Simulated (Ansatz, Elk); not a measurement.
**Bonding as seen by X-rays: TiSb3**

Structure refinements treat a crystal as free atoms side by side. For a made-up structure of TiSb3 (cell and positions from a PBE relaxation) the runs below show what the calculated density changes in F(hkl).

Method: DFT, PBE, all-electron APW+lo, Dirac cores, scalar-relativistic bands, static density, no spin, in Elk 11.2.3 (patched build).

The structure was built from a prototype and need not be the compound's stable phase.

**1. The structure**

It takes space group Fm-3m (No. 225, cubic). The conventional cell has a = 7.289 Å, b = 7.289 Å, c = 7.289 Å, α = 90.00°, β = 90.00°, γ = 90.00°. Nearest to Sb lie 8 Sb at 3.16 Å. Nearest to Sb lie 4 Sb at 3.16 Å and 4 Ti at 3.16 Å. Ti has 8 Sb at 3.16 Å nearest. Farther neighbours are not listed.

**2. Ground state and structure factors**

An all-electron density is needed, since X-rays see the cores too. Task 0 finds the density and task 195 Fourier-transforms it; tshift is off so that phases refer to the origin typed.

Input file elk.in:

```
tasks
  0
  195

xctype
  20

spinpol
  .false.

rgkmax
  7.0

gmaxvr
  14.0

lmaxo
  7

lmaxapw
  8

swidth
  0.002

tshift
  .false.

ramdisk
  .false.

hmaxvr
  5.5

maxscl
  120

epspot
  1e-06

sppath
  './'

avec
  -0.00000000000 6.88733380931 6.88733380931
  6.88733380931 -0.00000000000 6.88733380931
  6.88733380931 6.88733380931 0.00000000000

atoms
  2
  'Sb.in'
  3
  0.5000000000 0.5000000000 0.5000000000   0.000000 0.000000 0.000000
  0.7500000000 0.7500000000 0.7500000000   0.000000 0.000000 0.000000
  0.2500000000 0.2500000000 0.2500000000   0.000000 0.000000 0.000000
  'Ti.in'
  1
  0.0000000000 -0.0000000000 -0.0000000000   0.000000 0.000000 0.000000

ngridk
  5 5 5
```

Started as:

```
> OMP_NUM_THREADS=4 elk
```

Numbers of over 12 decimals in the logs are rounded to 6 here.

Log:

```text
┌─────────────────────────┐
│ Elk code version 11.2.3 │
└─────────────────────────┘

All units are atomic (Hartree, Bohr, etc.)

┌─────────────────────────────────────────────────┐
│ Ground-state run starting from atomic densities │
└─────────────────────────────────────────────────┘

Lattice vectors :
  -0.000000000       6.887333809       6.887333809
   6.887333809      -0.000000000       6.887333809
   6.887333809       6.887333809       0.000000000

Reciprocal lattice vectors :
 -0.4561406112      0.4561406112      0.4561406112
  0.4561406112     -0.4561406112      0.4561406112
  0.4561406112      0.4561406112     -0.4561406112

Unit cell volume      :    653.4064138
Brillouin zone volume :   0.3796262299

Muffin-tin inner radius fraction :   0.1000000000E-01

Nuclei treated as point charges

Species : 1 (Sb)
 parameters loaded from : Sb.in
 name : antimony
 nuclear charge    :   -51.00000000
 electronic charge :    51.00000000
 atomic mass :    221954.9021
 muffin-tin radius :    2.600000000
 number of radial points in muffin-tin :   1193
 inner part over the whole radius :   0.9886087340E-02
 number on inner part of muffin-tin    :    850
 approximate nuclear radius :   0.8886795689E-04
 number of mesh points to nuclear radius :    429
 atomic positions (lattice), magnetic fields (Cartesian) :
  1 :   0.50000000  0.50000000  0.50000000    0.00000000  0.00000000  0.00000000
  2 :  -0.25000000 -0.25000000 -0.25000000    0.00000000  0.00000000  0.00000000
  3 :   0.25000000  0.25000000  0.25000000    0.00000000  0.00000000  0.00000000

Species : 2 (Ti)
 parameters loaded from : Ti.in
 name : titanium
 nuclear charge    :   -22.00000000
 electronic charge :    22.00000000
 atomic mass :    87256.20317
 muffin-tin radius :    2.400000000
 number of radial points in muffin-tin :    993
 inner part over the whole radius :   0.9985722337E-02
 number on inner part of muffin-tin    :    699
 approximate nuclear radius :   0.6805665174E-04
 number of mesh points to nuclear radius :    325
 atomic positions (lattice), magnetic fields (Cartesian) :
  1 :   0.00000000  0.00000000  0.00000000    0.00000000  0.00000000  0.00000000

Total number of atoms per unit cell :    4
Total muffin-tin volume :    278.7723657
 ratio of muffin-tin to unit cell volume :   0.4266446729

Spin treatment :
 spin-unpolarised

Number of Bravais lattice symmetries :   48
Number of crystal symmetries         :   48
Crystal has inversion symmetry
Real symmetric eigensolver will be used

k-point grid :      5     5     5
k-point offset :    0.000000000       0.000000000       0.000000000
k-point set is reduced with full crystal symmetry group
Total number of k-points :       10

Muffin-tin radius times maximum |G+k| :    7.000000000
 using average radius
Maximum |G+k| for APW functions       :    2.745098039
Maximum (1/2)|G+k|²                   :    3.767781622
Maximum |G| for potential and density :    14.00000000
Constant for pseudocharge density :    9
 order of it for each species :   16  16
 order of it for pair densities of each species (exact exchange by exxq0 0: 17) :   10   8
Radial integration step length :    1

G-vector grid sizes :     45    45    45
Number of G-vectors :    30395

Maximum angular momentum used for
 APW functions            :    8
 outer part of muffin-tin :    7
 inner part of muffin-tin :    2

Total nuclear charge    :   -175.0000000
Total core charge       :    118.0000000
Total valence charge    :    57.00000000
Total excess charge     :    0.000000000
Total electronic charge :    175.0000000

Effective Wigner radius, rₛ :   0.9623925337

Number of empty states         :     16
Total number of valence states :     45
Total number of core states    :    118

Third-order local-orbitals added for an l without core states : T
Total number of local-orbitals :     63

Exchange-correlation functional :     20     0     0
 Perdew-Burke-Ernzerhof, Phys. Rev. Lett. 77, 3865 (1996)
 gradient requirement :    1
[...]
exchange                    :     -545.06731906177
 correlation                 :     -9.274633
 electron entropic           :    -0.25374467160132E-02
 total energy                :     -20305.828602456

Density of states at Fermi energy :    201.9939418
 (states/Hartree/unit cell)

Estimated indirect band gap :   0.1437402379E-02
 from k-point 3 to k-point 6
Estimated direct band gap   :   0.4619885134E-02
 at k-point 2

Charges :
 core                        :    118.0000000
 valence                     :    57.00000000
 interstitial                :    8.186215461
 muffin-tins (core leakage)
  species : 1 (Sb)
   atom 1                    :    48.71201947     (  0.8048557297E-03)
   atom 2                    :    48.92828371     (  0.8054519711E-03)
[...]
species : 2 (Ti)
[...]
total in muffin-tins        :    166.8137845
 total calculated charge     :    174.9974727
 total charge                :    175.0000000
 error                       :   0.2527338096E-02

RMS change in Kohn-Sham potential (target) :   0.1634126332     (  0.1000000000E-05)
Absolute change in total energy (target)   :   0.2139621405E-01 (  0.1000000000E-03)

[... loops 3 to 15 left out ...]

┌──────────────────┐
│ Loop number : 16 │
└──────────────────┘

Energies :
 Fermi                       :     0.291270
 sum of occupied eigenvalues :     -12269.325934062
 electron kinetic            :      21386.559777551
 core electron kinetic       :      20875.944486994
 Coulomb                     :     -41136.793041120
 Coulomb potential           :     -32932.620347288
 nuclear-nuclear             :     -2107.1772888570
 electron-nuclear            :     -45170.764572924
 Hartree                     :      6141.1488206614
 Madelung                    :     -24670.482867476
 xc potential                :     -723.26536432517
 exchange                    :     -545.17556387095
 correlation                 :     -9.271833
 electron entropic           :    -0.22612961483469E-02
 total energy                :     -20304.682921402

Density of states at Fermi energy :    172.0856738
 (states/Hartree/unit cell)

Estimated indirect band gap :   0.2637394874E-02
 from k-point 8 to k-point 6
Estimated direct band gap   :   0.9223658462E-02
 at k-point 7

Charges :
 core                        :    118.0000000
 valence                     :    57.00000000
 interstitial                :    7.993983842
 muffin-tins (core leakage)
  species : 1 (Sb)
[...]
species : 2 (Ti)
[...]
total in muffin-tins        :    167.0060162
 total calculated charge     :    174.9975400
 total charge                :    175.0000000
 error                       :   0.2459982121E-02

RMS change in Kohn-Sham potential (target) :   0.2230804537E-06 (  0.1000000000E-05)
Absolute change in total energy (target)   :   0.2135773320E-04 (  0.1000000000E-03)

Convergence targets achieved

┌──────────────────┐
│ Loop number : 17 │
└──────────────────┘

Energies :
 Fermi                       :     0.291270
 sum of occupied eigenvalues :     -12269.325932898
 electron kinetic            :      21386.559778978
 core electron kinetic       :      20875.944487682
 Coulomb                     :     -41136.793042959
 Coulomb potential           :     -32932.620351096
 nuclear-nuclear             :     -2107.1772888570
 electron-nuclear            :     -45170.764573134
 Hartree                     :      6141.1488190315
 Madelung                    :     -24670.482867411
 xc potential                :     -723.26536078022
 exchange                    :     -545.17556417704
 correlation                 :     -9.271833
 electron entropic           :    -0.22612957404336E-02
 total energy                :     -20304.682922118

Density of states at Fermi energy :    172.0856378
 (states/Hartree/unit cell)

Estimated indirect band gap :   0.2637390544E-02
 from k-point 8 to k-point 6
Estimated direct band gap   :   0.9223660978E-02
 at k-point 7

Charges :
 core                        :    118.0000000
 valence                     :    57.00000000
 interstitial                :    7.993983508
 muffin-tins (core leakage)
  species : 1 (Sb)
[...]
atom 2                    :    48.98712766     (  0.7829569571E-03)
   atom 3                    :    48.98712766     (  0.7829569571E-03)
  species : 2 (Ti)
   atom 1                    :    20.11849585     ( -0.2204335505E-06)
 total in muffin-tins        :    167.0060165
 total calculated charge     :    174.9975400
 total charge                :    175.0000000
 error                       :   0.2459982106E-02

┌──────────────────────────────┐
│ Self-consistent loop stopped │
└──────────────────────────────┘

Warning : core states of species 1 leak from the muffin-tin :   0.7829569571E-03

Wrote STATE.OUT
```

Run time: 19 s. Hardware: 4 threads of Intel Xeon Platinum 8488C (Sapphire Rapids), shared host; peak memory 0.21 GiB.

SFACRHO.OUT:

```text

h k l indices transformed by vhmat matrix:
   1.000000000       0.000000000       0.000000000    
   0.000000000       1.000000000       0.000000000    
   0.000000000       0.000000000       1.000000000    

      h      k      l  multipl.   |H|            Re(F)            Im(F)           |F|

      0      0      0      1   0.0000000       175.00000      0.31631080E-15   175.00000    
      1      1      1      8  0.79005871      -27.218208      0.18088962E-13   27.218208    
      0     -1     -1      6  0.91228122      -26.857997      0.98532139E-14   26.857997    
      1      2      1     12   1.2901605       139.98709      0.52217174E-13   139.98709    
      0     -1     -2     24   1.5128473      -24.254632     -0.13618465E-13   24.254632    
     -2      0      0      8   1.5801174      -23.861506      0.90968412E-14   23.861506    
      2      2      0      6   1.8245624       123.97073     -0.17685300E-13   123.97073    
     -3     -1     -1     24   1.9882708      -22.239711     -0.22644343E-13   22.239711    
     -1      1      2     24   2.0399228      -22.085084     -0.87159657E-14   22.085084    
      2      3      3     24   2.2346235       113.37049     -0.32991799E-13   113.37049    
      3      1      3     24   2.3701761      -20.956155      0.27198833E-13   20.956155    
      0      0      3      8   2.3701761      -20.892767      0.13678497E-13   20.892767    
      0     -2      2     12   2.5803210       105.00837     -0.78086767E-14   105.00837    
     -4     -1     -2     48   2.6985642      -19.744756     -0.27190494E-13   19.744756    
     -1      3      0     24   2.7368437      -19.597967     -0.74877735E-14   19.597967    
      3      3      0      6   2.7368437      -19.679768     -0.22251500E-13   19.679768    
     -4     -1     -3     24   2.8848865       98.144245      0.28732667E-13   98.144245    
      4      1      0     24   2.9911140      -18.709304      0.18144716E-13   18.709304
```

Elk indexes on the primitive cell of elk.in and gives |H| = 4π sin θ/λ in inverse bohr. Below, one row stands for each form hkl of the conventional cell (m members, Friedel mates merged), F is for one primitive cell and the density is static (no thermal factor). Free-atom factors are Waasmaier and Kirfel's, and R is Σm||F|−|F'||/Σm|F|.

```tsv
hkl	m	sin θ/λ (Å⁻¹)	abs F, DFT	neutral atoms	diff.
111	8	0.119	27.218	27.345	-0.127
200	6	0.137	26.858	26.810	+0.048
220	12	0.194	139.987	140.174	-0.187
311	24	0.228	24.255	24.131	+0.123
222	8	0.238	23.861	23.856	+0.005
400	6	0.274	123.971	124.248	-0.277
331	24	0.299	22.240	22.291	-0.051
420	24	0.307	22.085	22.102	-0.017
422	24	0.336	113.371	113.341	+0.030
511	24	0.356	20.956	20.917	+0.039
333	8	0.356	20.893	20.917	-0.024
440	12	0.388	105.008	104.936	+0.072
531	48	0.406	19.745	19.761	-0.016
442	24	0.412	19.598	19.627	-0.029
600	6	0.412	19.680	19.627	+0.052
620	24	0.434	98.144	98.150	-0.005
533	24	0.450	18.709	18.748	-0.039
622	24	0.455	18.645	18.630	+0.015
444	8	0.475	92.666	92.552	+0.115
711	24	0.490	17.904	17.852	+0.053
551	24	0.490	17.832	17.852	-0.020
640	24	0.495	17.754	17.747	+0.007
```

**3. The highest occupied states alone**

An energy window below the Fermi level keeps the highest occupied states, to see at which angles they scatter; shallow core shells can lie inside it and anion s states outside. No new self-consistency is needed.

Changes to elk.in since step 2:

```diff
@@ -1,3 +1,2 @@
 tasks
-  0
   195
@@ -40,2 +39,5 @@
 
+wsfac
+  -0.259970 0.591270
+
 sppath
```

Started as:

```
> OMP_NUM_THREADS=4 elk
```

Log:

```text
┌─────────────────────────────────┐
│ Elk code version 11.2.3 started │
└─────────────────────────────────┘

Info(readinput): the functional depends on the density's gradient
 muffin-tin radial points multiplied by    2.00000
 (not where nrmtscf is given)

┌────────────────────┐
│ Current task : 195 │
└────────────────────┘

Info(sfacrho): density structure factors written to SFACRHO.OUT

 Energy window :  -0.2599700000      0.5912700000

┌──────────────────┐
│ Elk code stopped │
└──────────────────┘
```

Elapsed: 6.4 s, on 4 threads; peak memory 0.15 GiB.

States within 15 eV below the Fermi level hold 19.00 electrons; any levels below the window count with the cores. Their amplitudes can exceed the total, where window and core parts have opposite phase:

```tsv
hkl	sin θ/λ (Å⁻¹)	abs F, window	abs F, all
111	0.119	0.180	27.218
200	0.137	0.128	26.858
220	0.194	2.114	139.987
311	0.228	0.531	24.255
222	0.238	0.668	23.861
400	0.274	0.127	123.971
331	0.299	0.671	22.240
420	0.307	0.610	22.085
422	0.336	0.000	113.371
511	0.356	0.376	20.956
```

**4. Another functional**

The difference from free atoms is small, so it is set against the change that LDA (Perdew-Wang) makes.

Changes to elk.in since step 3:

```diff
@@ -1,2 +1,3 @@
 tasks
+  0
   195
@@ -4,3 +5,3 @@
 xctype
-  20
+  3
 
@@ -39,5 +40,2 @@
 
-wsfac
-  -0.259970 0.591270
-
 sppath
```

Started as:

```
> OMP_NUM_THREADS=4 elk
```

Log:

```text
┌─────────────────────────┐
│ Elk code version 11.2.3 │
└─────────────────────────┘

All units are atomic (Hartree, Bohr, etc.)

┌─────────────────────────────────────────────────┐
│ Ground-state run starting from atomic densities │
└─────────────────────────────────────────────────┘

Lattice vectors :
  -0.000000000       6.887333809       6.887333809
   6.887333809      -0.000000000       6.887333809
   6.887333809       6.887333809       0.000000000

Reciprocal lattice vectors :
 -0.4561406112      0.4561406112      0.4561406112
[...]
muffin-tins (core leakage)
  species : 1 (Sb)
[...]
atom 3                    :    49.01613140     (  0.7982591811E-03)
  species : 2 (Ti)
   atom 1                    :    20.13826622     ( -0.3536581573E-05)
 total in muffin-tins        :    167.1120392
 total calculated charge     :    174.9974940
 total charge                :    175.0000000
 error                       :   0.2505957954E-02

┌──────────────────────────────┐
│ Self-consistent loop stopped │
└──────────────────────────────┘

Warning : core states of species 1 leak from the muffin-tin :   0.7982591811E-03

Wrote STATE.OUT
[key lines of the parts left out:]
total energy                :     -20286.486515392
```

Run time: 11 s. Hardware: 4 threads; peak memory 0.16 GiB; 22 s of CPU time.

Against the first run R = 0.03 %; the largest change is -0.069 at 422.

**5. Basis size**

A smaller basis shows how fast F responds to it; the change is likely larger than the basis error of the first run, but doesn't show convergence.

Changes to elk.in since step 4:

```diff
@@ -5,3 +5,3 @@
 xctype
-  3
+  20
 
@@ -11,3 +11,3 @@
 rgkmax
-  7.0
+  5.5
```

Started as:

```
> OMP_NUM_THREADS=4 elk
```

Log:

```text
┌─────────────────────────┐
│ Elk code version 11.2.3 │
└─────────────────────────┘

All units are atomic (Hartree, Bohr, etc.)

┌─────────────────────────────────────────────────┐
│ Ground-state run starting from atomic densities │
└─────────────────────────────────────────────────┘

Lattice vectors :
  -0.000000000       6.887333809       6.887333809
   6.887333809      -0.000000000       6.887333809
   6.887333809       6.887333809       0.000000000

Reciprocal lattice vectors :
 -0.4561406112      0.4561406112      0.4561406112
[...]
muffin-tins (core leakage)
  species : 1 (Sb)
[...]
atom 3                    :    48.96420133     (  0.7883244158E-03)
  species : 2 (Ti)
   atom 1                    :    20.03986116     ( -0.2204331544E-06)
 total in muffin-tins        :    166.8612548
 total calculated charge     :    174.9974771
 total charge                :    175.0000000
 error                       :   0.2522937485E-02

┌──────────────────────────────┐
│ Self-consistent loop stopped │
└──────────────────────────────┘

Warning : core states of species 1 leak from the muffin-tin :   0.7883244158E-03

Wrote STATE.OUT
[key lines of the parts left out:]
total energy                :     -20304.547443903
```

It took 18 s on 4 threads; peak memory 0.19 GiB; 36 s of CPU time.

Against the first run R = 0.02 %; the largest change is +0.076 at 422.

**6. A coarser k-mesh**

About half the k-points along each axis test the sampling.

Changes to elk.in since step 5:

```diff
@@ -11,3 +11,3 @@
 rgkmax
-  5.5
+  7.0
 
@@ -60,2 +60,2 @@
 ngridk
-  5 5 5
+  2 2 2
```

Started as:

```
> OMP_NUM_THREADS=4 elk
```

Log:

```text
┌─────────────────────────┐
│ Elk code version 11.2.3 │
└─────────────────────────┘

All units are atomic (Hartree, Bohr, etc.)

┌─────────────────────────────────────────────────┐
│ Ground-state run starting from atomic densities │
└─────────────────────────────────────────────────┘

Lattice vectors :
  -0.000000000       6.887333809       6.887333809
   6.887333809      -0.000000000       6.887333809
   6.887333809       6.887333809       0.000000000

Reciprocal lattice vectors :
 -0.4561406112      0.4561406112      0.4561406112
[...]
muffin-tins (core leakage)
  species : 1 (Sb)
[...]
atom 3                    :    48.96292946     (  0.7799584379E-03)
  species : 2 (Ti)
   atom 1                    :    20.19903774     ( -0.2204288432E-06)
 total in muffin-tins        :    166.9811642
 total calculated charge     :    174.9974679
 total charge                :    175.0000000
 error                       :   0.2532077392E-02

┌──────────────────────────────┐
│ Self-consistent loop stopped │
└──────────────────────────────┘

Warning : core states of species 1 leak from the muffin-tin :   0.7799584379E-03

Wrote STATE.OUT
[key lines of the parts left out:]
total energy                :     -20304.701495031
```

Run time: 18 s. Hardware: 4 threads; peak memory 0.21 GiB; 28 s of CPU time.

Against the first run R = 0.02 %; the largest change is -0.090 at 111.

**7. Settings against the effect**

```tsv
run	R against the first run (%)	R against neutral atoms, low angle (%)	wall time
PBE, rgkmax 7	0.00	0.23	19 s
LDA (Perdew-Wang)	0.03	0.23	11 s
rgkmax 5.5	0.02	0.26	18 s
k-mesh 2×2×2	0.02	0.22	18 s
```

**8. Outcome**

| Quantity | Value |
| --- | --- |
| R against neutral atoms, sin θ/λ < 0.3 Å⁻¹ | 0.23 % |
| R against neutral atoms, 0.3 to 0.82 Å⁻¹ | 0.12 % |

Independent neutral atoms miss the calculated amplitudes by R = 0.23 % below 0.3 Å⁻¹ and 0.12 % from there to 0.82 Å⁻¹; by shells, 0.34 % below 0.15 Å⁻¹ (2 forms), 0.22 % 0.15 to 0.3 (5 forms), 0.06 % 0.3 to 0.45 (10 forms), 0.13 % above 0.45 (54 forms). Bonding, aspherical density and the tables' own atoms all enter these figures, and the runs don't part them. The largest change of an amplitude is -0.28 electrons, at 400. The window's part falls from 19.0 electrons at the origin to at most 0.37 between 0.45 and 0.82 Å⁻¹. Below 0.3 Å⁻¹ the changes that finished (LDA (Perdew-Wang), rgkmax 5.5 and k-mesh 2×2×2) move F by R = 0.06 % at most, against the 0.23 % that separates it from free atoms. A single amplitude moves by up to 0.09 electrons, against 0.28 for the largest difference from free atoms. These runs have no spin, though d or f shells may be open. Part of the difference isn't bonding: the tables are fits to free atoms and ions calculated by other methods than this functional. Thermal motion, anomalous dispersion and extinction are left out.

[Logs are printed without paths, hosts, clocks, repeated set-up lines and the standing remarks that a program may print on its own settings, such as how far it seeks lower states.]

[Hosts, paths, dates, database ids (printed as entryN), source tags and the programs' standing remarks are cut or masked in the printed files.]
